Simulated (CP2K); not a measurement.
Consider 3-nitrosofuran at its PBE geometry (Å).

```xyz
10

O     2.6913   -0.7030    0.1459
N     2.0671    0.2760   -0.2976
C     0.6706    0.1782   -0.1419
C    -0.1469   -0.8556    0.4418
C    -1.4250   -0.4187    0.3229
O    -1.4645    0.8284   -0.3039
C    -0.1848    1.1715   -0.5766
H     0.2065   -1.7812    0.8798
H    -2.3931   -0.8160    0.6031
H    -0.0212    2.1205   -1.0734
```

Method: CP2K XAS_TDP, all-electron GAPW, PBEh(45%), aug-cc-pVDZ, TDA, GW2X-corrected core level, no relativity.

Question: Where do the N K-edge lines lie, and how strong are they?

Leading lines: N2 400.47 eV. The leading line of an atom is its first one with 35 % of the strongest within 2.5 eV of its lowest line over the strength cut. Core ionisation energies at this level: N2 409.73 eV.

The first six lines of each atom with a strength over 0.0015:

```
                  atom  energy (eV)  states  strength, one atom  above the computed threshold
N2 (bonded to C and O)       400.47       1              0.0660                              
                             407.37       1              0.0024                              
                             408.29       1              0.0034                              
                             408.84       1              0.0100                              
                             409.12       1              0.0033                              
                             409.52       1              0.0027
```

Lines are vertical, at one geometry, with no vibrational structure. GW2X ionisation energies and lines can be off by 1 to 2 eV either way, and a good line position may hide errors that cancel. These values hold no scalar relativity, about 0.2 eV for N 1s. Rydberg lines, and the discretised continuum above threshold, depend on the basis and the box.

[Banner, clock and machine lines of the logs are left out without a mark of their own.]

[Logs are printed without paths, hosts, clocks, repeated set-up lines and the standing remarks that a program may print on its own settings, such as how far it seeks lower states.]

[Hosts, paths, dates, database ids (printed as entryN), source tags and the programs' standing remarks are cut or masked in the printed files.]
